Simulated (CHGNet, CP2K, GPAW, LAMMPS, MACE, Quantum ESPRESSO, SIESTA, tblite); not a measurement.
# GPAW runs on glassy 72SiO2-17Al2O3-6BaO-6ZnO (mol %) (116 atoms)

Wanted: GPAW inputs and outputs for glassy 72SiO2-17Al2O3-6BaO-6ZnO (mol %) (116 atoms), checked against a plane-wave reference.

Method: the method is named at each step, in GPAW 26.7.0.

### 1. Set-up

The cell holds 116 atoms: 26 Si, 12 Al, 2 Ba, 2 Zn and 74 O. Its edges and angles: a = 11.782 Å, b = 11.782 Å, c = 11.782 Å, α = 90.0°, β = 90.0°, γ = 90.0°. 116 atoms (26 Si, 12 Al, 2 Ba, 2 Zn, 74 O) placed at random at 2.68 g/cm³, melted at 4000 K for 10 ps at fixed volume with the Morse and Coulomb pair potential with partial charges (Pedone, Malavasi, Menziani, Cormack and Segre, J. Phys. Chem. B 110, 11780 (2006)). Quenched from 4000 K to 300 K at 50 K/ps and fixed volume, held 5 ps.

The yardstick, on the same geometry:

```
method                                           : Kohn-Sham DFT, PBE, SSSP efficiency 1.3.0 pseudopotentials, plane waves (Quantum ESPRESSO 7.5); sssp-pbe-1.3.0-efficiency, cutoffs 60/480 Ry, Γ point
r.m.s. force component                           : 1.456 eV/Å
longest force                                    : 6.32 eV/Å
pressure                                         : 4.521 GPa
gap (highest filled to lowest empty level) : 2.622 eV
time                                             : 8.9 min on 4 MPI ranks of Arm Neoverse V2, shared host
CPU time                                         : 36 min
```

### 2. PBE, LCAO dzp, h 0.18 Å

Method: Kohn-Sham DFT, PBE, PAW, atomic orbitals (dzp).

run.py reads:

```python
import numpy as np
from ase.io import read
from gpaw import GPAW, FermiDirac
from ase.parallel import parprint as print

atoms = read("structure.xyz")
atoms.calc = GPAW(
    mode="lcao",
    basis="dzp",
    h=0.18,
    xc="PBE",
    kpts={"size": (1, 1, 1), "gamma": True},
    occupations=FermiDirac(0.05),
    maxiter=200,
    symmetry={"point_group": False},
    txt="gpaw.txt",
)
energy = atoms.get_potential_energy(force_consistent=True)
forces = atoms.get_forces()
print(f"energy {energy:.6f} eV")
print("forces (eV/A)")
for i, (a, f) in enumerate(zip(atoms, forces)):
    print(f"{i:4d} {a.symbol:2s} {f[0]:10.5f} {f[1]:10.5f} {f[2]:10.5f}")
print(f"Fermi level {atoms.calc.get_fermi_level():.4f} eV")
for k in range(len(atoms.calc.get_ibz_k_points())):
    for s in range(atoms.calc.get_number_of_spins()):
        e = atoms.calc.get_eigenvalues(kpt=k, spin=s)
        n = np.searchsorted(e, atoms.calc.get_fermi_level())
        print(f"k {k} spin {s} levels about the Fermi level:", np.round(e[max(n - 6, 0):n], 4).tolist(), "|", np.round(e[n:n + 6], 4).tolist())
```

structure.xyz reads:

```xyz
116
Lattice="11.78160 0.00000 0.00000 0.00000 11.78160 0.00000 0.00000 0.00000 11.78160" Properties=species:S:1:pos:R:3 pbc="T T T"
Si 10.46453 2.42913 11.56623
Si 10.99930 6.93547 11.67792
Si 5.89457 4.22394 11.15211
Si 9.66162 6.39847 5.02768
Si 10.85321 1.13634 6.27311
Si 8.12424 6.20183 11.19417
Si 1.20455 8.12942 7.71165
Si 1.67051 0.73600 4.68271
Si 6.56659 8.91584 10.38654
Si 4.96217 5.09531 8.19988
Si 2.82629 3.01856 8.81829
Si 1.20667 6.31965 2.28516
Si 5.88809 9.00208 1.50757
Si 5.15610 5.16388 4.31454
Si 4.16880 8.13790 8.29542
Si 4.35613 6.18157 1.41191
Si 11.20748 0.57871 9.23536
Si 3.54367 0.95938 11.04148
Si 1.45008 10.79807 0.54890
Si 8.53954 11.12937 5.73446
Si 7.21929 2.05518 9.27518
Si 9.35318 4.33351 9.17410
Si 7.68584 8.63980 3.94083
Si 4.23172 2.11279 4.36803
Si 9.31123 3.21296 4.70345
Si 8.76751 1.26959 2.25087
Al 4.74634 7.93420 5.16164
Al 2.91324 9.82703 5.83012
Al 11.67286 9.46416 10.06125
Al 7.48874 4.93131 6.14846
Al 0.33978 8.43327 4.53627
Al 3.45413 10.16670 3.05803
Al 2.45246 11.71327 8.51338
Al 6.74933 1.94444 6.28914
Al 5.52628 0.41059 1.81790
Al 8.58843 10.91907 8.97534
Al 11.34238 11.35275 2.81792
Al 0.39527 5.36617 9.03472
Ba 9.13875 10.26389 0.42272
Ba 1.50840 5.00294 5.54666
Zn 4.63347 0.79797 7.44845
Zn 0.80374 2.90087 2.35243
O 4.39442 6.55092 8.22839
O 1.49073 3.98583 8.90689
O 9.36779 1.70727 0.72928
O 0.61582 0.73317 5.86700
O 7.51678 0.54207 5.70606
O 1.05469 6.63610 7.82322
O 0.21148 8.94836 8.46390
O 5.08152 1.67852 5.62677
O 3.23393 2.43325 10.25741
O 11.11358 7.09794 5.10073
O 8.98971 2.37305 3.36636
O 1.48601 8.77364 6.19111
O 4.34576 6.23671 5.28381
O 6.30516 8.31321 4.72395
[... 56 atom lines left out ...]
O 10.61817 4.64867 8.44835
O 10.40150 10.86346 9.64006
O 9.78014 3.59409 10.61664
O 7.10266 7.46364 10.98080
```

Run with:

```
OMP_NUM_THREADS=1 mpirun -np 2 gpaw python run.py > output.txt
```

What it wrote:

```text
energy -803.300467 eV
forces (eV/A)
   0 Si   -1.13641    2.73294   -0.53769
   1 Si    2.65721   -2.06139   -2.31629
   2 Si    1.59828    1.18792   -0.24883
   3 Si   -0.80048   -0.43062   -0.61421
   4 Si    0.91034   -1.75763    0.05210
   5 Si   -1.26120   -1.70788   -4.14333
   6 Si    5.18213    2.56835   -0.75501
   7 Si   -3.80629   -0.96955   -1.87519
   8 Si   -0.85234   -2.49776    0.90002
   9 Si    2.30873   -0.57754    2.89994
  10 Si   -1.60228    1.44732    0.72852
  11 Si    2.76297    1.73407   -1.60409
  12 Si   -1.21727    0.69147    0.33629
  13 Si   -0.04363    1.42896    0.26844
  14 Si    2.32355   -0.17465    0.79172
  15 Si   -1.40623   -1.49197   -0.09893
  16 Si    0.52028   -3.45657   -3.13872
  17 Si   -2.69089    0.52869   -2.07042
  18 Si    3.62725    1.47290   -1.73541
  19 Si   -1.80221   -1.21687    3.81162
  20 Si    2.49489    1.96832    1.23075
  21 Si   -3.66152   -0.99289    5.47183
  22 Si   -1.40392    0.06064    1.73821
  23 Si    0.80252    0.31927   -0.82803
[...]
108 O    -0.61493   -0.04346    0.42846
 109 O    -0.66894    0.48237    0.62636
 110 O     0.96221   -0.64022   -0.45702
 111 O    -1.74746   -0.79720    0.60991
 112 O     5.58370    1.32778   -4.53142
 113 O    -1.03718   -0.42049    0.08435
 114 O     0.44597   -0.33730    1.70345
 115 O     0.07232    0.20949    0.36111
Fermi level 3.6498 eV
k 0 spin 0 levels about the Fermi level: [1.932, 1.9952, 2.1332, 2.1512, 2.2058, 2.3936] | [4.848, 5.6515, 6.3378, 6.6726, 6.8056, 6.9104]
```

gpaw.txt:

```text
Input parameters:
  mode=LCAO(),
  basis={'default': 'dzp'},
  h=0.18,
  kpts=MonkhorstPack(size=(1, 1, 1), gamma=True),
  maxiter=200,
  occupations=Occupations(name='fermi-dirac', width=0.05, fixmagmom=False),
  symmetry=Symmetry(point_group=False),
  xc=XC(name='PBE')
Unit cell  # Å
| periodic |         x |         y |         z |   lengths |    angles |
|----------|-----------|-----------|-----------|-----------|-----------|
|      yes | 11.781600 |  0.000000 |  0.000000 | 11.781600 | 90.000000 |
|      yes |  0.000000 | 11.781600 |  0.000000 | 11.781600 | 90.000000 |
|      yes |  0.000000 |  0.000000 | 11.781600 | 11.781600 | 90.000000 |
Number of symmetries: 1
Symmetry operations  # r_c * U_cc + t_c -> r_c
|   | kind |            matrix            |
|---|------|------------------------------|
| 0 |  E   |  1, 0, 0,  0, 1, 0,  0, 0, 1 |
BZ-sampling:
  Number of BZ points: 1
  Number of IBZ points: 1
  Monkhorst-Pack size: [1, 1, 1]
  Monkhorst-Pack shift: [0, 0, 0]
[... lines left out ...]
        l=0, rc=2.2969 Bohr: 2s-dz split-valence wave
        l=1, rc=2.8906 Bohr: 2p-dz split-valence wave
        l=2, rc=5.3906 Bohr: d-type Gaussian polarization
      Number of RI-basis functions 0
Reference energy: -975587.438296  # eV
eigensolver:
density mixing:
  MSR1-Mixer
occupation numbers:
  Fermi-Dirac:
    width: 0.0500  # eV
FastPoissonSolver using
    Stencil: 6*3+1=19 point O(h^6) finite-difference Laplacian
xc functional:
  name: PBE with 2 nearest neighbor stencil
interpolation: tri-quintic # 5. degree polynomial
Initialization done in: 8.039 s
convergence criteria:
- Maximum [total energy] change in last 3 cyles: 0.0005 eV / valence electron
- Maximum integral of absolute [dens]ity change: 0.0001 electrons / valence electron
- Maximum integral of absolute [eigenst]ate change: 4e-08 eV^2 / valence electron
maximum number of iterations: 200
SCF iterations
|iter     |      energy | eigst |  dens |
|---------|-------------|-------|-------|
|iter:   1| -880.926826 |      c|       |
|iter:   2| -860.972344 |      c| -0.77 |
|iter:   3| -802.402888 |      c| -0.82 |
|iter:   4| -803.023600 |      c| -1.44 |
|iter:   5| -803.353314 |      c| -1.74 |
|iter:   6| -803.301626 |      c| -2.43 |
|iter:   7| -803.300731c|      c| -3.12 |
|iter:   8| -803.300491c|      c| -3.50 |
|iter:   9| -803.300467c|      c| -4.02c|
Converged in 9 steps
SCF loop duration: 88.542 s (9.838 s/step)
Energy contributions relative to reference atoms: (reference = -975587.438296)
Energy contributions:
  Kinetic:        1010.720654
  Coulomb:        -865.583432
  Zero:             13.670532
  External:          0.000000
  Xc:             -962.108221
  Entropy:          -0.000000
  Spinorbit:         0.000000
  ----------------------------
  Free energy:    -803.300467
  Extrapolated:   -803.300467
dipole moment: (7.190505, -56.889293, -51.164358)  # |e|*Ang
Fermi level: 3.650
Eigenvalues  # (at kpt = [0.000, 0.000, 0.000])
| band index |      eig [eV] | occ [0-2] |
|------------|---------------|-----------|
|          0 |       -24.920 |     2.000 |
|        ... |               |           |
|        306 |         1.852 |     2.000 |
|        307 |         1.895 |     2.000 |
[...]
|        321 |         7.262 |     0.000 |
|        ... |               |           |
|        380 |        10.986 |     0.000 |
Gap: 2.454 eV
Transition (v -> c):
  (s=0, k=0, n=313, [0.00, 0.00, 0.00]) -> (s=0, k=0, n=314, [0.00, 0.00, 0.00])
No difference between direct/indirect transitions
Force computation time: 21.665  # s
```

The job ended after 2 min (2 MPI ranks of Arm Neoverse V2, shared host; peak memory 2.5 GiB).

Banners, paths, timers and routine set-up lines are dropped from the logs unmarked, and long logs keep their key lines alone; longer cuts are marked.

Compared with the plane-wave run:

```
r.m.s. force component                           : 1.669 eV/Å
r.m.s. difference of force components            : 305.2 meV/Å
longest difference of force vectors              : 1089 meV/Å
force difference over r.m.s. force               : 20.96 %
slope of forces against the reference's          : 1.135
correlation of force components                  : 0.9902
gap (highest filled to lowest empty level) : 2.454 eV
gap difference                                   : -0.1678 eV
```

Length of the force difference by element (eV/Å):

| element | atoms | mean | most |
| --- | --- | --- | --- |
| Al | 12 | 0.25 | 0.42 |
| Ba | 2 | 0.079 | 0.096 |
| O | 74 | 0.59 | 1.1 |
| Si | 26 | 0.30 | 0.57 |
| Zn | 2 | 0.10 | 0.12 |

Levels nearest the highest filled one (eV from it): -0.46, -0.40, -0.26, -0.24, -0.19, 0.00, 2.45, 3.26, 3.94, 4.28, 4.41, 4.52.

The surroundings of Al28, which has 5 bonded neighbours where the commonest count for Al is 4, nearest first, numbered as they follow in the input and with coordinates relative to it.

| atom | x | y | z | distance (Å) | bonds | Fx | Fy | Fz (eV/Å) |
| --- | --- | --- | --- | --- | --- | --- | --- | --- |
| Al28 | 0.00 | 0.00 | 0.00 | 0.00 | 5 | 0.74 | 0.72 | 1.05 |
| O89 | 0.34 | 1.16 | 1.29 | 1.77 | 3 | 0.61 | 0.41 | -0.17 |
| O54 | -1.43 | -1.05 | 0.36 | 1.81 | 3 | -0.98 | -0.26 | -2.23 |
| O104 | 0.75 | -0.75 | -1.48 | 1.82 | 3 | -0.12 | -0.98 | 0.62 |
| O75 | -0.38 | 1.38 | -1.32 | 1.95 | 3 | 2.04 | -3.54 | -0.41 |
| O92 | 1.47 | -1.30 | 0.91 | 2.17 | 3 | -0.30 | 2.38 | -0.73 |
| Al27 | 1.83 | -1.89 | -0.67 | 2.72 | 4 | 0.31 | -1.57 | -0.13 |
| Al32 | 0.54 | 0.34 | -2.77 | 2.84 | 4 | -1.22 | 1.45 | -1.10 |
| O74 | -0.25 | -1.26 | 2.70 | 2.99 | 2 | -1.73 | 0.53 | 0.87 |
| Si7 | -1.71 | -1.70 | 1.88 | 3.06 | 4 | 5.18 | 2.57 | -0.76 |

Atoms are counted from 1 here, from 0 in the log.

Forces lie 21 % from the reference's, at 0.11 times its CPU time (on 2 against 4 cores).

The forces add up to 0.55 eV/Å instead of zero, usually a sign of too coarse a grid.

### 3. PBE, LCAO dzp, h 0.25 Å

Method: Kohn-Sham DFT, PBE, PAW, atomic orbitals (dzp).

run.py: that of step 2 with these lines changed.

```diff
@@ -9,3 +9,3 @@
     basis="dzp",
-    h=0.18,
+    h=0.25,
     xc="PBE",
```

structure.xyz is that of step 2.

What it wrote:

```text
energy -766.899856 eV
forces (eV/A)
   0 Si   -1.13481    2.73425   -0.55268
   1 Si    2.65421   -2.04502   -2.32160
   2 Si    1.60152    1.18223   -0.24824
   3 Si   -0.80453   -0.44069   -0.61462
   4 Si    0.92414   -1.74879    0.06117
   5 Si   -1.25369   -1.70948   -4.14800
[...]
113 O    -1.32971   -0.91717   -0.47159
 114 O     0.95627    0.04282    1.22116
 115 O     0.20754   -0.02196    0.84030
Fermi level 3.6560 eV
k 0 spin 0 levels about the Fermi level: [1.9442, 2.0105, 2.1424, 2.1581, 2.2152, 2.4025] | [4.8489, 5.6548, 6.3431, 6.6775, 6.8119, 6.9162]
```

gpaw.txt:

```text
Input parameters:
  mode=LCAO(),
  basis={'default': 'dzp'},
  h=0.25,
  kpts=MonkhorstPack(size=(1, 1, 1), gamma=True),
  maxiter=200,
  occupations=Occupations(name='fermi-dirac', width=0.05, fixmagmom=False),
[... lines left out ...]
  Fermi-Dirac:
[... lines left out ...]
convergence criteria:
- Maximum [total energy] change in last 3 cyles: 0.0005 eV / valence electron
[... lines left out ...]
Converged in 9 steps
[... lines left out ...]
  Free energy:    -766.899856
[... lines left out ...]
Fermi level: 3.656
[... lines left out ...]
|        ... |               |           |
|        306 |         1.861 |     2.000 |
|        307 |         1.903 |     2.000 |
[...]
|        321 |         7.266 |     0.000 |
|        ... |               |           |
|        380 |        10.993 |     0.000 |
Gap: 2.446 eV
Transition (v -> c):
  (s=0, k=0, n=313, [0.00, 0.00, 0.00]) -> (s=0, k=0, n=314, [0.00, 0.00, 0.00])
No difference between direct/indirect transitions
Force computation time: 11.242  # s
```

It took 72 s on 2 MPI ranks; peak memory 1.7 GiB.

Compared with the plane-wave run:

* r.m.s. force component: 1.709 eV/Å
* r.m.s. difference of force components: 436.7 meV/Å
* longest difference of force vectors: 1490 meV/Å
* force difference over r.m.s. force: 29.99 %
* slope of forces against the reference's: 1.144
* correlation of force components: 0.9748
* gap (highest filled to lowest empty level): 2.446 eV
* gap difference: -0.1758 eV
* energy less the same-level run's: 313.8 meV/atom
* r.m.s. force difference from the same-level run: 293.7 meV/Å

This is a coarse setting, run to see what it loses.

Against the first run (21 %), the force difference from the reference is 30 %, at 0.60 times the CPU time: the grid matters here.

The difference per atom is largest on O (0.88 eV/Å on average, against 0.31 on Si). The forces add up to 7.0 eV/Å instead of zero, usually a sign of too coarse a grid.

### 4. Side by side

Differences are against the plane-wave reference, forces as r.m.s. over components; share is that over the reference's r.m.s. force, slope the least-squares factor from reference forces to these. Total energies of different programs have different zeros and aren't compared.

| run | Δ force, r.m.s. (meV/Å) | share (%) | slope | Δ gap (eV) | cores | CPU time | memory (GiB) |
| --- | --- | --- | --- | --- | --- | --- | --- |
| reference | - | - | - | - | 4 | 36 min | 5.9 |
| GPAW PBE, LCAO dzp, h 0.18 Å | 305 | 21.0 | 1.135 | -0.168 | 2 | 4 min | 2.5 |
| GPAW PBE, LCAO dzp, h 0.25 Å (coarse) | 437 | 30.0 | 1.144 | -0.176 | 2 | 2.4 min | 1.7 |

Rows marked coarse were listed beforehand as settings not expected to be converged; some can still land near the reference.

CPU time is summed over cores on a shared host, where runs went side by side, so it is rough. Symmetry, cutoffs, thresholds, outputs and thread counts weren't matched or tuned between programs; memory under MPI is the largest rank's times the ranks.

Within one program, basis, potentials and functional, energies share a zero. Each run against its twin at the usual cutoff or grid and solver:

| run | twin | Δ energy (meV/atom) | Δ force, r.m.s. (meV/Å) | CPU time over the twin's |
| --- | --- | --- | --- | --- |
| GPAW PBE, LCAO dzp, h 0.25 Å | LCAO dzp, h 0.18 Å | 314 | 294 | 0.6 |

### 5. What came out

* nearest in forces: GPAW PBE, LCAO dzp, h 0.18 Å, 21 %
* its CPU time: 4 min

The PBE run in local orbitals, coarse settings apart, differs by 21 % (GPAW PBE, LCAO dzp, h 0.18 Å); basis, grid and potentials can all enter. Runs with settings chosen to be coarse differ by 30 % (GPAW PBE, LCAO dzp, h 0.25 Å), their programs' other errors included. Of the electronic-structure runs that take under half the reference's CPU time, GPAW PBE, LCAO dzp, h 0.18 Å comes nearest, at 21 % in 4 min against 36 min. GPAW PBE, LCAO dzp, h 0.25 Å stiffens the forces by a factor of 1.14 while following their directions (correlation 0.975); the slopes of the 2 GPAW runs lie between 1.13 and 1.14; the difference isn't even, but is largest on one element. At the same functional, gaps differ from the reference's 2.62 eV by between -0.18 and -0.17 eV. The potentials hold different valence shells: 644 electrons in the reference, 628 in GPAW; this bears on time and differences. The quench rate of 50 K/ps is many orders above laboratory rates, so the cell is likely richer in defects and strain than a real sample. The network of bonds at the start is that of the classical potential that made the cell, and needn't be the one that DFT or experiment would give. The electronic-structure runs sample only Γ, in a cell whose shortest periodic width is 12 Å. Spin–orbit coupling is left out, which matters for the levels of the heavy elements.

[Also dropped from logs without a mark: logging warnings of Python, and SIESTA's first energy breakdown and zero terms.]

[Logs are printed without paths, hosts, clocks, repeated set-up lines and the standing remarks that a program may print on its own settings, such as how far it seeks lower states.]

[Hosts, paths, dates, database ids (printed as entryN), source tags and the programs' standing remarks are cut or masked in the printed files.]
